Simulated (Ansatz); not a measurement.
# CdAgCl3 (model cell, started as cubic perovskite with Cd in the octahedra): following an unstable mode

Which phase does CdAgCl3 (model cell, started as cubic perovskite with Cd in the octahedra) fall into along its unstable mode, and how much energy does it gain?

Program: Ansatz 0.2.0. Level of theory: DFT PBEsol, scalar-relativistic, plane waves, PAW. Results are calculated unless marked as measured.

The structure was built from a prototype and need not be the compound's stable phase.

### 1. The starting structure

The structure is cubic, space group Pm-3m (No. 221). The conventional cell has a = 5.059 Å, b = 5.059 Å, c = 5.059 Å, α = 90.00°, β = 90.00°, γ = 90.00°. Nearest to Ag lie 12 Cl at 3.58 Å. Cd has 6 Cl at 2.53 Å nearest. Cl has 2 Cd at 2.53 Å nearest. Farther neighbours and most contacts between anions are not listed.

### 2. The dispersion

The cell comes from relaxations at this level that are not shown. Stability and thermal properties need the whole zone. Linear response on a 2×2×2 q mesh gives force constants as far as a supercell of that size would, and the tensors from the zone-centre run are typed in so that the long-range dipole term is interpolated apart.

Contents of input.yaml:

```yaml
crystal:
  lattice:
    - [5.0585249677, 0.0, 0.0]
    - [0.0, 5.0585249677, 0.0]
    - [0.0, 0.0, 5.0585249677]
  atoms:
    - { symbol: Ag, position: [0.0, 0.0, 0.0] }
    - { symbol: Cd, position: [0.5, 0.5, 0.5] }
    - { symbol: Cl, position: [0.5, 0.5, 0.0] }
    - { symbol: Cl, position: [0.5, 0.0, 0.5] }
    - { symbol: Cl, position: [0.0, 0.5, 0.5] }
kpoints:
  mp_grid: { grid: [6, 6, 6] }
hamiltonian:
  xc: pbesol
scf:
  occupations: { method: fixed }
output:
  eigenvalues: true
phonons:
  method: dfpt
  qmesh: [2, 2, 2]
  temperatures: { t_max: 1000, t_step: 50 }
  qpath:
    path:
      - [[0.0, 0.0, 0.0], [0.0, 0.5, 0.0], [0.5, 0.5, 0.0], [0.0, 0.0, 0.0], [0.5, 0.5, 0.5], [0.0, 0.5, 0.0]]
      - [[0.5, 0.5, 0.5], [0.5, 0.5, 0.0]]
    npoints: 10
  non_analytic_term:
    high_frequency_dielectric_tensor: [[4.1296, 0.0, 0.0], [0.0, 4.1296, 0.0], [0.0, 0.0, 4.1296]]
    born_effective_charges:
      - { species: Ag, tensor: [[1.745, 0.0, 0.0], [0.0, 1.745, 0.0], [0.0, 0.0, 1.745]] }
      - { species: Cd, tensor: [[2.5865, 0.0, 0.0], [0.0, 2.5865, 0.0], [0.0, 0.0, 2.5865]] }
      - { species: Cl, tensor: [[-1.1142, 0.0, 0.0], [0.0, -1.1142, 0.0], [0.0, 0.0, -2.1031]] }
      - { species: Cl, tensor: [[-1.1142, 0.0, 0.0], [0.0, -2.1031, 0.0], [0.0, 0.0, -1.1142]] }
      - { species: Cl, tensor: [[-2.1031, 0.0, 0.0], [0.0, -1.1142, 0.0], [0.0, 0.0, -1.1142]] }
    source: "zone-centre run at this cell"
```

Started as:

```sh
$ ansatz run input.yaml --threads 8 --pin off --max-ram 14336MiB --backend cpu --events-out ev --progress --plain --runs-dir out
```

Numbers of over 12 decimals in the logs are rounded to 6 here.

What it wrote:

```text
Engine: ansatz 0.2.0, aarch64-unknown-linux-gnu
Pseudopotentials: kind: paw
Pseudopotential: Ag, paw, valence charge 19, recommended cutoff 420 eV (normal), Ag.paw.azcp
Pseudopotential: Cd, paw, valence charge 20, recommended cutoff 420 eV (normal), Cd.paw.azcp
Pseudopotential: Cl, paw, valence charge 7, recommended cutoff 420 eV (normal), Cl.paw.azcp
Functional definition: PBEsol
  exchange = pbesol_x
  correlation = pbesol_c
Crystal: 5 atoms, lattice volume = 129.441 Å³
Basis set: ecut = 420 eV, 2517 PW (Γ), exchange–correlation on 72×72×72 points (8 copies of the dense FFT grid, shifted against one another)
Bands: 36, of which v1, the nominal top of the filled ones, is band 30 counted from 1 (29 counted from 0)
Symmetry: 48 space group operations
k-points: 20 of 216
Non-local potential: Ag, projectors of the file, l = 0: 3, l = 1: 2, l = 2: 2, l = 3: 1
Non-local potential: Cd, projectors of the file, l = 0: 3, l = 1: 2, l = 2: 2, l = 3: 1
Non-local potential: Cl, projectors of the file, l = 0: 2, l = 1: 2, l = 2: 2
PAW form: soft (Blöchl's): semilocal exchange-correlation on the pseudo side does not see the compensation charge
PAW frozen core: Ag, regenerated for the run's functional, and the local potential with it (the file was generated under x = pbe(κ = 0.804, μ = 0.219515), c = pbe(β = 0.066725))
PAW frozen core: Cd, regenerated for the run's functional, and the local potential with it (the file was generated under x = pbe(κ = 0.804, μ = 0.219515), c = pbe(β = 0.066725))
PAW frozen core: Cl, regenerated for the run's functional, and the local potential with it (the file was generated under x = pbe(κ = 0.804, μ = 0.219515), c = pbe(β = 0.066725))
PAW one-centre angular grid: Ag, 590 points (default); XC on 64 Gauss nodes
PAW one-centre angular grid: Cd, 590 points (default); XC on 64 Gauss nodes
PAW one-centre angular grid: Cl, 110 points (default); XC on 64 Gauss nodes
Initial density: superposition of atomic densities (neutral atoms: chi_scale 0, normalization atom), corrected by the library's trained network
Initial wavefunctions: pseudopotential atomic-orbital guess
Functional: x = pbesol(κ = 0.804, μ = 0.123457), c = pbesol(β = 0.046)
SCF iter   1: F=—  HF=-18890.973292 eV  |F-HF|=—  |Δ(HF+E_count)|=         —  Δρ=5.07e-3  dr2=4.12e-2  ethr=1.77e-3  ⟨swp⟩=4.6  Hψ=2449  notcnv=0  defer=70
preconditioner: auto → Resta (q_TF=auto, 2.400 Å⁻¹)  ε∞=5.2  [insulator: Δε(μ)=1.115 eV  Ē_g=10.538 eV  n_scr=26 (ndim 8)  ℏωp=21.6 eV  f_vac=0.057  ε∞_Penn≈5.2]
SCF iter   2: F=—  HF=-18890.962724 eV  |F-HF|=—  |Δ(HF+E_count)|=   1.06e-2  Δρ=2.03e-3  dr2=7.20e-3  ethr=6.87e-5  ⟨swp⟩=2.0  Hψ=1144  notcnv=0  defer=76
SCF iter   3: F=—  HF=-18890.960871 eV  |F-HF|=—  |Δ(HF+E_count)|=   1.85e-3  Δρ=5.99e-4  dr2=6.78e-4  ethr=1.20e-5  ⟨swp⟩=2.0  Hψ=1145  notcnv=0  defer=76
SCF iter   4: F=—  HF=-18890.960815 eV  |F-HF|=—  |Δ(HF+E_count)|=   5.66e-5  Δρ=2.35e-4  dr2=8.32e-5  ethr=1.13e-6  ⟨swp⟩=2.0  Hψ=889  notcnv=0  defer=62
SCF iter   5: F=—  HF=-18890.960830 eV  |F-HF|=—  |Δ(HF+E_count)|=   1.55e-5  Δρ=4.69e-5  dr2=2.88e-6  ethr=1.39e-7  ⟨swp⟩=2.0  Hψ=1070  notcnv=0  defer=29
SCF iter   6: F=—  HF=-18890.960849 eV  |F-HF|=—  |Δ(HF+E_count)|=   1.82e-5  Δρ=2.09e-5  dr2=4.89e-7  ethr=4.80e-9  ⟨swp⟩=2.0  Hψ=1218  notcnv=0  defer=26
SCF iter   7: F=—  HF=-18890.960848 eV  |F-HF|=—  |Δ(HF+E_count)|=   6.48e-8  Δρ=4.54e-6  dr2=2.99e-8  ethr=8.15e-10  ⟨swp⟩=2.1  Hψ=1177  notcnv=0  defer=26
SCF iter   8: F=—  HF=-18890.960848 eV  |F-HF|=—  |Δ(HF+E_count)|=   1.69e-8  Δρ=1.01e-6  dr2=1.02e-9  ethr=4.98e-11  ⟨swp⟩=2.0  Hψ=1094  notcnv=0  defer=26
SCF iter   9: F=—  HF=-18890.960848 eV  |F-HF|=—  |Δ(HF+E_count)|=  9.24e-10  Δρ=2.46e-7  dr2=7.32e-11  ethr=1.70e-12  ⟨swp⟩=2.0  Hψ=1029  notcnv=0  defer=26
SCF iter  10: F=-18890.960848 eV  HF=-18890.960848 eV  |F-HF|=3.64e-12  |Δ(HF+E_count)|=  8.37e-11  Δρ=4.98e-8  dr2=4.28e-12  ethr=1.00e-12  ⟨swp⟩=12.2  Hψ=3836  notcnv=0
SCF 1 converged in 10 iterations: F = -18890.960848 eV  dr2 = 4.28e-12
  greatest PAW one-centre occupation: 1.000 electrons in one spin orbital (limit 2), on the Ag atom at site 0 (counted from 0), in its partial waves of l = 0
NSCF: frozen V_eff on 20 k-points
NSCF: frozen V_eff on 64 k-points
DFPT response loops at q = (0, 0, 0) (fractional): preconditioner auto → Resta (q_TF=auto, 2.400 Å⁻¹)  ε∞=7.3 (no band partly filled); β = 1.00, the filter's whole step (`scf.mixing.beta` (0.50) is not read by the response loops at its default; to damp them type it under 1.00, their step now; it binds the ground state too); Broyden in place of MSR1
NSCF: frozen V_eff on 128 k-points
DFPT response loops at q = (0, 0, -0.5) (fractional): mixed as the last ones told, above
NSCF: frozen V_eff on 128 k-points
DFPT response loops at q = (0, -0.5, -0.5) (fractional): mixed as the last ones told, above
NSCF: frozen V_eff on 128 k-points
DFPT response loops at q = (-0.5, -0.5, -0.5) (fractional): mixed as the last ones told, above
SCF converged after 10 iterations
Free energy (F): -18890.960848 eV
Harris-Foulkes:  -18890.960848 eV  (|F-HF|=3.64e-12)
Internal energy: -18890.960848 eV  (E = F + TS)
E sigma→0 (E₀):  -18890.960848 eV
Fermi energy:    4.457435 eV
--- Per-component energies (eV) ---
  E_band       = -1006.738683
  E_kinetic    = 1514.097642
  E_local      = -8257.483140  (includes V_loc(G=0)·N_el)
  E_nonlocal   = 214.090261
  E_hartree    = 3643.578405
  E_xc         = -671.265440
  E_vxc        = -811.677792  (∫ρ·V_xc dr)
  E_paw        = -9780.526086  (= ΣΔE_a)
  E_vpaw       = -952.923068  (= ΣTr[D̂ρ^β])
  E_aug_tail   = 0.000598  (compensation charges beyond the density's cutoff)
  E_ewald      = -5554.353083
  E_core_change = 0.899995  (= ΣΔE_core)
  E_smearing   = -0.000000  (= −TS)
  E_closure    = 0.000000  (closes the sum)
  Σ components = -18890.960848   (vs F -18890.960848, Δ=0.00e0)
--- Band table (eV; the first three rows and the last of 20) ---
  k-point 0: bands = [... 26 lower, 3.2720, 3.3914, 3.3914, 3.3914, 5.5780, 6.3164, 12.5729, 12.5729, ... 2 higher]
  k-point 1: bands = [... 26 lower, 3.2675, 3.3085, 3.4050, 3.4050, 5.9409, 6.8926, 11.4883, 12.3735, ... 2 higher]
  k-point 2: bands = [... 26 lower, 3.1580, 3.3689, 3.5063, 3.5063, 6.6668, 8.2456, 10.2265, 11.8653, ... 2 higher]
  k-point 19: bands = [... 26 lower, 3.9810, 3.9810, 4.4574, 4.4574, 6.0540, 10.7709, 10.7709, 10.7709, ... 2 higher]
--- Phonons (Γ-DFPT): 4 representative perturbations + reference (Σ response iterations 12) ---
  ASR residual: 4.514e-5 → 0.000e0 eV/Å²; symmetrization residual: 1.368e-5 eV/Å²
  ASR residual per site (eV/Å²): 4.12e-5 4.51e-5 1.80e-5 1.80e-5 1.80e-5
  Γ frequencies (cm⁻¹): -94.62 -94.62 -94.62 -86.85 -86.85 -86.85 0.00 0.00 0.00 51.13 51.13 51.13 292.66 292.66 292.66
--- Phonons (arbitrary-q DFPT): 4 irreducible q on the 2×2×2 mesh ---
  q = [0.0000, 0.0000, 0.0000] (star 1, of the zone-centre solve; hermiticity 2.93e-6, symmetrization 4.27e-12): -94.62 -94.62 -94.62 -86.85 -86.85 -86.85 -0.00 -0.00 0.00 51.13 51.13 51.13 292.66 292.66 292.66
  q = [0.0000, 0.0000, -0.5000] (star 3, 9 solved perturbations in 504 linear systems a pass and spin channel, the states on 64 of 216 k-point pairs; hermiticity 2.47e-6, symmetrization 4.14e-12): -86.84 -86.84 -81.79 -79.87 -79.87 -28.81 16.98 16.98 46.81 46.81 69.36 145.88 288.47 292.50 292.50
  q = [0.0000, -0.5000, -0.5000] (star 3, 9 solved perturbations in 504 linear systems a pass and spin channel, the states on 64 of 216 k-point pairs; hermiticity 5.69e-6, symmetrization 9.85e-13): -125.82 -89.39 -89.39 -68.00 -68.00 -55.24 53.14 55.16 55.16 93.82 145.77 145.77 198.83 292.75 315.49
  q = [-0.5000, -0.5000, -0.5000] (star 1, 4 solved perturbations in 184 linear systems a pass and spin channel, the states on 64 of 216 k-point pairs; hermiticity 1.36e-6, symmetrization 6.11e-12): -126.08 -126.08 -126.08 -79.24 -79.24 -79.24 99.06 99.06 99.06 145.80 145.80 145.80 198.13 198.13 336.03
  sum rule: each row above includes the acoustic sum rule's correction from the zone centre's row sums; it moved no ω² by more than (0.37 cm⁻¹)²
  mesh force constants: q→R imaginary residual 4.13e-18; ASR residual 4.514e-5 → 0.000e0 eV/Å²; symmetrization residual 7.994e-15 eV/Å²
  interpolated dispersion: 63 rows × 15 modes
  density of states and harmonic sums: on the 12×12×12 q-mesh, interpolated from the force constants of a 2×2×2 supercell (with the dipole–dipole term of supplied tensors)
  largest difference from the sums on the solved wave vectors: F 7.91e-3 eV, S 3.50e-5 and C_V 2.55e-5 eV/K
  zero-point energy: 0.081868 eV/cell   skipped modes (ω ≤ 0): 514, of them read as no rigid motion or as one in doubt: 511 (6.076e0 modes/cell left out, lowest -126.08 cm⁻¹)   left out of the sums: 4.05e-1 of the cell's modes: C_V's classical limit lies that fraction below 3 k_B per atom; for a crystal, a wire or a layer, F and S can be off by more, and a phonons.interpolated_qmesh denser along its periods is the remedy for the sampling
```

It took 69 s on 8 threads of Arm Neoverse V2, shared host; peak memory 1.2 GiB; 8.7 min of CPU time.

In the SCF lines HF is the Harris–Foulkes energy and dr2 the Hartree energy of the density residual, in eV; the loop may stop once dr2 is under the threshold and the program's other checks hold. Hψ counts applications of the Hamiltonian.

This step gave:

```yaml
gap_on_the_k_mesh: 1.121 eV
volume_per_atom: 25.89 Å³
sum_rule_residual_before_enforcement: 4.51e-5 eV/Å²
lowest_frequency_on_the_path: -126.1 cm⁻¹
point_group: m-3m
highest_frequency_on_the_path_or_at_a_solved_wavevector: 336.0 cm⁻¹
highest_optical_mode_at_the_zone_centre_no_lo_to_term: 292.7 cm⁻¹
lowest_optical_zone_centre_mode: -94.62 cm⁻¹
lowest_mode_on_the_q_mesh_acoustic_modes_at_gamma_apart: -126.1 cm⁻¹
```

Frequencies (cm⁻¹) solved at each irreducible wavevector; negative means imaginary. Frequencies by wavevector, by row:

```
q in reciprocal lattice units  star  mode 1  mode 2  mode 3  mode 4  mode 13  mode 14  mode 15
                        0 0 0     1   -94.6   -94.6   -94.6   -86.8    292.7    292.7    292.7
                     0 0 -0.5     3   -86.8   -86.8   -81.8   -79.9    288.5    292.5    292.5
                  0 -0.5 -0.5     3  -125.8   -89.4   -89.4     -68    198.8    292.8    315.5
               -0.5 -0.5 -0.5     1  -126.1  -126.1  -126.1   -79.2    198.1    198.1      336
```

Interpolated from a 2×2×2 q mesh, with the LO-TO term (at Γ the limit along the path; where Γ stands inside the path, tables give the limit on arrival). Phonon branches along the path, in cm⁻¹:

```
    point  branch 1  branch 2  branch 3  branch 4  branch 12  branch 13  branch 14  branch 15
        Γ       -95       -95       -87       -87         85        293        293        316
  halfway       -91       -91       -84       -83        108        293        293        304
        X       -87       -87       -82       -80        146        288        292        292
  halfway      -112       -86       -85       -81        146        237        293        315
        M      -126       -89       -89       -68        146        199        293        316
  halfway      -106       -90       -87       -78        113        259        293        318
        Γ       -95       -95       -87       -87         85        293        293        316
  halfway      -106      -102      -102       -76        116        258        258        331
        R      -126      -126      -126       -79        146        198        198        336
  halfway      -114      -109      -101       -78        146        228        256        331
        X       -87       -87       -82       -80        146        288        292        292
jump to R      -126      -126      -126       -79        146        198        198        336
  halfway      -126      -111      -111       -78        146        198        244        333
        M      -126       -89       -89       -68        146        199        293        316
```

Symmetry leaves 4 wavevectors to solve. The lowest mode among them, the acoustic zeros apart, lies at q = (-0.5, -0.5, -0.5) and is imaginary, 126.1i cm⁻¹, so the energy falls along it.

### 3. The mode frozen in, largest atomic shift 0 Å

The mode followed lies at Γ with frequency 94.6i cm⁻¹ and is 3-fold degenerate, one of the unstable modes though not the softest. At small amplitude the distorted cell has space group no. 160 by a symmetry search on the positions. The undistorted cell that holds it gives the zero of energy on the same k mesh.

input.yaml, the sections that differ from step 2:

```yaml
scf:
  occupations: { method: gaussian, width: 0.02 }
output:
  forces: true
  stress: true
  eigenvalues: true
# crystal, kpoints, hamiltonian: as in step 2
# phonons: removed
```

What it wrote:

```text
[...]
Crystal: 5 atoms, lattice volume = 129.441 Å³
Basis set: ecut = 420 eV, 2517 PW (Γ), exchange–correlation on 72×72×72 points (8 copies of the dense FFT grid, shifted against one another)
Bands: 36, of which v1, the nominal top of the filled ones, is band 30 counted from 1 (29 counted from 0)
Symmetry: 48 space group operations
[...]
k-points: 20 of 216
[...]
k-point 0: bands = [... 26 lower, 3.2719, 3.3913, 3.3913, 3.3913, 5.5780, 6.3164, 12.5729, 12.5729, ... 1 higher]
  k-point 1: bands = [... 26 lower, 3.2674, 3.3085, 3.4050, 3.4050, 5.9409, 6.8925, 11.4883, 12.3734, ... 1 higher]
  k-point 2: bands = [... 26 lower, 3.1579, 3.3689, 3.5063, 3.5063, 6.6668, 8.2456, 10.2264, 11.8653, ... 1 higher]
  k-point 19: bands = [... 26 lower, 3.9809, 3.9809, 4.4574, 4.4574, 6.0540, 10.7708, 10.7708, 10.7708, ... 1 higher]
[key lines of the parts left out:]
SCF converged after 7 iterations
Free energy (F): -18890.960848 eV
Fermi energy:    5.017833 eV
P = ⅓ Tr σ = -0.0086 GPa (-0.086 kbar)
```

Wall time 0.72 s (8 threads); peak memory 0.56 GiB.

This step gave:

- pressure: -0.008570 GPa
- energy from the undistorted cell: 0 meV/atom

At this level the gap is 1.12 eV on the k-mesh of the self-consistent run, which can miss the band edges.

### 4. The mode frozen in, largest atomic shift 0.6 Å

The atoms are moved along the unstable eigenvector, the largest shift by 0.6 Å, with the cell fixed.

input.yaml, the sections that differ from step 3:

```yaml
crystal:
  lattice:
    - [5.0585249677, 0.0, 0.0]
    - [0.0, 5.0585249677, 0.0]
    - [0.0, 0.0, 5.0585249677]
  atoms:
    - { symbol: Ag, position: [0.0628199053, -0.0628199053, -0.0628199053] }
    - { symbol: Cd, position: [0.4983316714, 0.5016683286, 0.5016683286] }
    - { symbol: Cl, position: [0.4174146146, 0.5825853854, 0.0206889366] }
    - { symbol: Cl, position: [0.4174146146, 0.0206889366, 0.5825853854] }
    - { symbol: Cl, position: [-0.0206889366, 0.5825853854, 0.5825853854] }
# kpoints, hamiltonian, scf, output: as in step 3
```

What it wrote:

```text
[...]
Crystal: 5 atoms, lattice volume = 129.441 Å³
Basis set: ecut = 420 eV, 2517 PW (Γ), exchange–correlation on 72×72×72 points (8 copies of the dense FFT grid, shifted against one another)
Bands: 36, of which v1, the nominal top of the filled ones, is band 30 counted from 1 (29 counted from 0)
Symmetry: 6 space group operations
[...]
k-points: 32 of 216 (time reversal used)
[...]
k-point 0: bands = [... 26 lower, 3.7140, 3.7140, 4.2935, 4.2935, 6.1316, 6.9823, 11.6073, 11.6073, ... 1 higher]
  k-point 1: bands = [... 26 lower, 3.5276, 3.6763, 4.2448, 4.2836, 6.6529, 7.2613, 11.3515, 11.7443, ... 1 higher]
  k-point 2: bands = [... 26 lower, 3.4235, 3.6291, 4.1371, 4.2646, 7.5333, 8.0738, 10.6603, 11.9824, ... 1 higher]
  k-point 31: bands = [... 26 lower, 3.9431, 4.0303, 4.4980, 4.4980, 7.3911, 9.4444, 10.9720, 10.9720, ... 1 higher]
[key lines of the parts left out:]
SCF converged after 8 iterations
Free energy (F): -18891.462794 eV
Fermi energy:    5.330341 eV
P = ⅓ Tr σ = 2.1785 GPa (21.785 kbar)
```

Elapsed: 1.6 s, on 8 threads; peak memory 0.54 GiB; 11 s of CPU time.

This step gave:

```yaml
pressure: 2.179 GPa
gap_on_the_k_mesh: 1.603 eV
energy_from_the_undistorted_cell: -100.4 meV/atom
```

The energy, extrapolated to zero smearing, is -100.39 meV/atom against the undistorted cell.

The run ends at a pressure of 2.18 GPa, with forces up to 0.80 eV/Å.

### 5. Energy along the mode, all amplitudes (two of the runs are shown above)

An imaginary frequency means negative curvature, so the energy should fall and then rise again as anharmonic terms take over.

Numbers from this step:

```
depth at the lowest point sampled  : 100.4 meV/atom
largest atomic shift at that point : 0.6 Å
```

Energy from the parent against largest atomic shift:

```
largest atomic shift (Å)  energy from the parent (meV/atom)
                   0.000                                  0
                   0.040                              -1.04
                   0.080                              -4.12
                   0.140                              -12.4
                   0.220                              -29.5
                   0.320                              -57.8
                   0.450                              -94.5
                   0.600                               -100
```

Displacement at unit largest shift by atom:

```
atom   x (Å)   y (Å)   z (Å)   size
 Ag1   0.530  -0.530  -0.530  0.918
 Cd2  -0.014   0.014   0.014  0.024
 Cl3  -0.696   0.696   0.174  1.000
 Cl4  -0.696   0.174   0.696  1.000
 Cl5  -0.174   0.696   0.696  1.000
```

The lowest of the steps tried is the last one, at 0.6 Å, 100 meV/atom below the parent; the bottom of the well need not coincide with a step.

[end of part 1 of 3]

[Logs are printed without paths, hosts, clocks, repeated set-up lines and the standing remarks that a program may print on its own settings, such as how far it seeks lower states.]

[Hosts, paths, dates, database ids (printed as entryN), source tags and the programs' standing remarks are cut or masked in the printed files.]
